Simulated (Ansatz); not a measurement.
# Ti (Im-3m, 1 atom in the cell): converging a phonon calculation, part 3 of 3

Wanted: convergence of the phonons of Ti (Im-3m, 1 atom in the cell) against cost.

Ansatz 0.2.0; DFT PBEsol, scalar-relativistic, plane waves, PAW.

So far, highest frequency on the path or at a solved wavevector (cm⁻¹): step 3 (phonons on a q mesh) 223; step 4 (q mesh 2×2×2) 223; step 10 (k-mesh 16×16×16, q mesh 2×2×2) 229; step 11 (q mesh 2×2×2) 223; step 12 (k-mesh 30×30×30, q mesh 2×2×2) 226. The relaxed cell has a = 3.209 Å (conventional setting).

This is not the structure that Ti takes at ambient pressure and room temperature (hexagonal, No. 194); it is a model or a phase of other conditions.

## 16. Another cutoff, cutoff 290 eV, q mesh 2×2×2

The cutoff is set to 290 eV on a small fixed q mesh.

input.yaml

```yaml
crystal:
  lattice:
    - [-1.6043528686, 1.6043528686, 1.6043528686]
    - [1.6043528686, -1.6043528686, 1.6043528686]
    - [1.6043528686, 1.6043528686, -1.6043528686]
  atoms:
    - { symbol: Ti, position: [0.0, 0.0, 0.0] }
kpoints:
  mp_grid: { grid: [20, 20, 20] }
hamiltonian:
  xc: pbesol
scf:
  occupations: { method: methfessel_paxton, width: 0.15 }
output:
  eigenvalues: true
phonons:
  method: dfpt
  qmesh: [2, 2, 2]
  temperatures: { t_max: 1000, t_step: 50 }
  qpath:
    path:
      - [[0.0, 0.0, 0.0], [0.5, -0.5, 0.5], [0.0, 0.0, 0.5], [0.0, 0.0, 0.0], [0.25, 0.25, 0.25], [0.5, -0.5, 0.5]]
      - [[0.25, 0.25, 0.25], [0.0, 0.0, 0.5]]
    npoints: 10
basis:
  ecutwfc: 290
```

Run with:

```sh
> ansatz run input.yaml --threads 4 --pin off --max-ram 7168MiB --backend cpu --events-out ev --progress --plain --runs-dir out
```

Numbers of over 12 decimals in the logs are rounded to 6 here.

The log of the run:

```text
[...]
Crystal: 1 atoms, lattice volume = 16.518 Å³
Basis set: ecut = 290 eV, 177 PW (Γ), exchange–correlation on 32×32×32 points (8 copies of the dense FFT grid, shifted against one another)
Bands: 10, of which v1, the nominal top of the filled ones, is band 6 counted from 1 (5 counted from 0)
Symmetry: 48 space group operations
k-points: 256 of 8000
[...]
SCF iter   1: F=—  HF=-2473.589315 eV  |F-HF|=—  |Δ(HF+E_count)|=         —  Δρ=1.18e-2  dr2=1.03e-2  ethr=1.77e-3  ⟨swp⟩=4.1  Hψ=12790  notcnv=0
[...]
SCF iter   7: F=-2473.581279 eV  HF=-2473.581279 eV  |F-HF|=4.55e-13  |Δ(HF+E_count)|=  8.96e-11  S|Δr|=    0.00e0  Δρ=1.92e-7  dr2=9.49e-13  ethr=1.00e-12  ⟨swp⟩=3.2  Hψ=10941  notcnv=0
SCF 1 converged in 7 iterations: F = -2473.581279 eV  dr2 = 9.49e-13
[...]
SCF converged after 7 iterations
[...]
Free energy (F): -2473.581279 eV
[...]
Internal energy: -2473.581435 eV  (E = F + TS)
E sigma→0 (E₀):  -2473.581318 eV
Entropy (-TS):   0.000156 eV (0.156 meV/atom)
Fermi energy:    13.777458 eV
[...]
--- Band table (eV; the first three rows and the last of 256) ---
[...]
ASR residual: 1.106e-4 → 0.000e0 eV/Å²; symmetrization residual: 6.821e-13 eV/Å²
  ASR residual per site (eV/Å²): 1.11e-4
  Γ frequencies (cm⁻¹): 0.00 0.00 0.00
--- Phonons (arbitrary-q DFPT): 3 irreducible q on the 2×2×2 mesh ---
[...]
interpolated dispersion: 62 rows × 3 modes
[...]
```

Run time: 15 s. Hardware: 4 threads of Arm Neoverse V1, shared host; peak memory 0.9 GiB.

The run finished; it serves as a test, and its numbers are not taken as the result.

## 17. Another cutoff, cutoff 360 eV, q mesh 2×2×2

The cutoff is set to 360 eV on a small fixed q mesh.

input.yaml, as its differences from that of step 16:

```diff
@@ -25,2 +25,2 @@
 basis:
-  ecutwfc: 290
+  ecutwfc: 360
```

The log of the run:

```text
[...]
Crystal: 1 atoms, lattice volume = 16.518 Å³
Basis set: ecut = 360 eV, 249 PW (Γ), exchange–correlation on 36×36×36 points (8 copies of the dense FFT grid, shifted against one another)
Bands: 10, of which v1, the nominal top of the filled ones, is band 6 counted from 1 (5 counted from 0)
Symmetry: 48 space group operations
k-points: 256 of 8000
[...]
E sigma→0 (E₀):  -2473.787638 eV
Entropy (-TS):   0.000220 eV (0.220 meV/atom)
Fermi energy:    13.788635 eV
[...]
--- Band table (eV; the first three rows and the last of 256) ---
[...]
ASR residual: 3.552e-5 → 0.000e0 eV/Å²; symmetrization residual: 4.933e-13 eV/Å²
  ASR residual per site (eV/Å²): 3.55e-5
  Γ frequencies (cm⁻¹): 0.00 0.00 0.00
--- Phonons (arbitrary-q DFPT): 3 irreducible q on the 2×2×2 mesh ---
[...]
interpolated dispersion: 62 rows × 3 modes
[...]
[key lines of the parts left out:]
SCF converged after 7 iterations
Free energy (F): -2473.787584 eV
```

The job ended after 18 s (4 threads; peak memory 1 GiB; 67 s of CPU time).

Frequencies (cm⁻¹) solved at each irreducible wavevector; negative means imaginary. Frequencies by wavevector, by row:

| q in reciprocal lattice units | star | mode 1 | mode 2 | mode 3 |
| --- | --- | --- | --- | --- |
| 0 0 0 | 1 | 0 | 0 | 0 |
| 0 0 -0.5 | 6 | -164.5 | 151.3 | 156.9 |
| -0.5 -0.5 -0.5 | 1 | 223.4 | 223.4 | 223.4 |

Against step 4 (now cutoff 360 eV), the highest frequency on the path or at a solved wavevector stays at 223 cm⁻¹.

## 18. Another cutoff, cutoff 550 eV, q mesh 2×2×2

The cutoff is set to 550 eV on a small fixed q mesh.

input.yaml, as its differences from that of step 17:

```diff
@@ -25,2 +25,2 @@
 basis:
-  ecutwfc: 360
+  ecutwfc: 550
```

The log of the run:

```text
[...]
Crystal: 1 atoms, lattice volume = 16.518 Å³
Basis set: ecut = 550 eV, 459 PW (Γ), exchange–correlation on 48×48×48 points (8 copies of the dense FFT grid, shifted against one another)
Bands: 10, of which v1, the nominal top of the filled ones, is band 6 counted from 1 (5 counted from 0)
Symmetry: 48 space group operations
k-points: 256 of 8000
[...]
E sigma→0 (E₀):  -2473.793060 eV
Entropy (-TS):   0.000217 eV (0.217 meV/atom)
Fermi energy:    13.789677 eV
[...]
--- Band table (eV; the first three rows and the last of 256) ---
[...]
ASR residual: 6.576e-5 → 0.000e0 eV/Å²; symmetrization residual: 4.093e-12 eV/Å²
  ASR residual per site (eV/Å²): 6.58e-5
  Γ frequencies (cm⁻¹): 0.00 0.00 0.00
--- Phonons (arbitrary-q DFPT): 3 irreducible q on the 2×2×2 mesh ---
[...]
interpolated dispersion: 62 rows × 3 modes
[...]
[key lines of the parts left out:]
SCF converged after 6 iterations
Free energy (F): -2473.793006 eV
```

Run time: 31 s. Hardware: 4 threads; peak memory 1.4 GiB.

## 19. Outcome

```json
{
  "lowest mode on the q mesh (acoustic modes at Γ apart), k-mesh 6×6×6": "-158 cm⁻¹",
  "lowest mode on the q mesh (acoustic modes at Γ apart), k-mesh 10×10×10": "-143 cm⁻¹",
  "lowest mode on the q mesh (acoustic modes at Γ apart), k-mesh 16×16×16": "-159 cm⁻¹",
  "lowest mode on the q mesh (acoustic modes at Γ apart), k-mesh 20×20×20": "-165 cm⁻¹",
  "lowest mode on the q mesh (acoustic modes at Γ apart), k-mesh 30×30×30": "-163 cm⁻¹",
  "lowest mode on the q mesh (acoustic modes at Γ apart), cutoff 170 eV": "-216 cm⁻¹",
  "lowest mode on the q mesh (acoustic modes at Γ apart), cutoff 230 eV": "-173 cm⁻¹",
  "lowest mode on the q mesh (acoustic modes at Γ apart), cutoff 290 eV": "-165 cm⁻¹",
  "lowest mode on the q mesh (acoustic modes at Γ apart), cutoff 360 eV": "-165 cm⁻¹",
  "lowest mode on the q mesh (acoustic modes at Γ apart), cutoff 550 eV": "-165 cm⁻¹"
}
```

In words: The base run has imaginary modes (down to 165i cm⁻¹), and the series also tests whether they stay. Over the whole q mesh series, coarse runs included, the lowest frequency on the path runs from -167.8 to -150.1 cm⁻¹; the two finest runs still differ by up to 5.3 cm⁻¹, so convergence is not shown. The k mesh changes along this series too, so part of the change is its. Over the whole k mesh series, coarse runs included, the lowest mode on the q mesh (acoustic modes at Γ apart) runs from -164.9 to -142.7 cm⁻¹; the two finest runs still differ by up to 3.2 cm⁻¹ in a solved mode, so convergence is not shown. Over the whole cutoff series, coarse runs included, the lowest mode on the q mesh (acoustic modes at Γ apart) runs from -216.1 to -164.5 cm⁻¹; from 360 eV on all solved modes stay within 0.5 cm⁻¹ of the finest run (550 eV), against a tolerance of 2.2. All runs share the cell relaxed at the base settings, which is not exactly at rest under another k mesh or cutoff. With no gap, or one that is small against the smearing, the frequencies hang on the k mesh and the smearing, most of all near Kohn anomalies. These are harmonic frequencies at zero temperature: anharmonic shifts, linewidths and thermal expansion are left out.

[Logs are printed without paths, hosts, clocks, repeated set-up lines and the standing remarks that a program may print on its own settings, such as how far it seeks lower states.]

[Hosts, paths, dates, database ids (printed as entryN), source tags and the programs' standing remarks are cut or masked in the printed files.]
